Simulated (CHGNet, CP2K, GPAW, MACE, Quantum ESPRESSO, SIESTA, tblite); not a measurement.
# Predicting plane-wave site energies from CP2K double zeta, PBE: Sn in place of Ge in amorphous Ge at 4.90 g/cm^3 (72 atoms)

Density of this cell: 4.90 g/cm³. The cell holds 72 atoms: 72 Ge. Cell: a = 12.103 Å, b = 12.103 Å, c = 12.103 Å, α = 90.0°, β = 90.0°, γ = 90.0°. 72 atoms (72 Ge) placed at random at 4.9 g/cm³, melted at 3500 K for 10 ps at fixed volume with the Tersoff potential (Tersoff, Phys. Rev. B 39, 5566 (1989)). Quenched from 3500 K to 300 K at 20 K/ps and fixed volume, annealed at 800 K for 20 ps, held 5 ps, then minimised at fixed cell. Then the atoms were relaxed with MACE MPA-0 medium in the fixed cell.

Calculated with Quantum ESPRESSO 7.5: PBE; plane waves, SSSP efficiency, 60/480 Ry; k-points Γ. The cheaper level is PBE; DZVP-UZH, GTH-PBE potentials, 350 Ry; k-points Γ. Each row is one cell with Sn in place of Ge, relaxed with MACE MPA-0 medium; both levels solve the same cells, and energies are counted from site Ge25 at each level.

| energy from CP2K double zeta, PBE (eV) | energy from plane waves (eV) | site |
| --- | --- | --- |
| 0.000 | 0 | Ge25 |
| 0.035 | 0.05461 | Ge44 |
| 0.067 | 0.1349 | Ge7 |
| 0.229 | ? | ? |
| 0.241 | 0.2886 | Ge47 |

Task: Fit a straight line to the rows given and interpolate to the withheld row.

Worked fit:

Take u as the energy from CP2K double zeta, PBE and v as that from plane waves.

```
   u (eV)     v (eV)
        0          0
0.0352900  0.0546080
0.0671160   0.134868
 0.241219   0.288615
```

With n = 4: mean u = 0.0859062, mean v = 0.119523, Σ(u − ū)² = 0.034417, Σ(u − ū)(v − v̄) = 0.039527. Slope b = 0.039527 / 0.034417 = 1.1485; intercept a = v̄ − b ū = 0.020861.

At the withheld site u = 0.2293, and v = a + b u.

Prediction at 0.229: 0.2842 eV. The run gave 0.2858 eV, so the fit is low by 0.0016 eV (0.57 % of the value).

The slope of 1.1 says that CP2K double zeta, PBE spreads the sites about as widely as plane waves do. Taken as it stands, without the line, its value misses the withheld site by 0.057 eV. Among the rows given, the largest miss of the fit is at 0.067, by 0.037 eV (13 % of the range of the table).

Limits: Few sites, one cell. The geometries are those of MACE MPA-0 medium, not of DFT.

[Logs are printed without paths, hosts, clocks, repeated set-up lines and the standing remarks that a program may print on its own settings, such as how far it seeks lower states.]

[Hosts, paths, dates, database ids (printed as entryN), source tags and the programs' standing remarks are cut or masked in the printed files.]
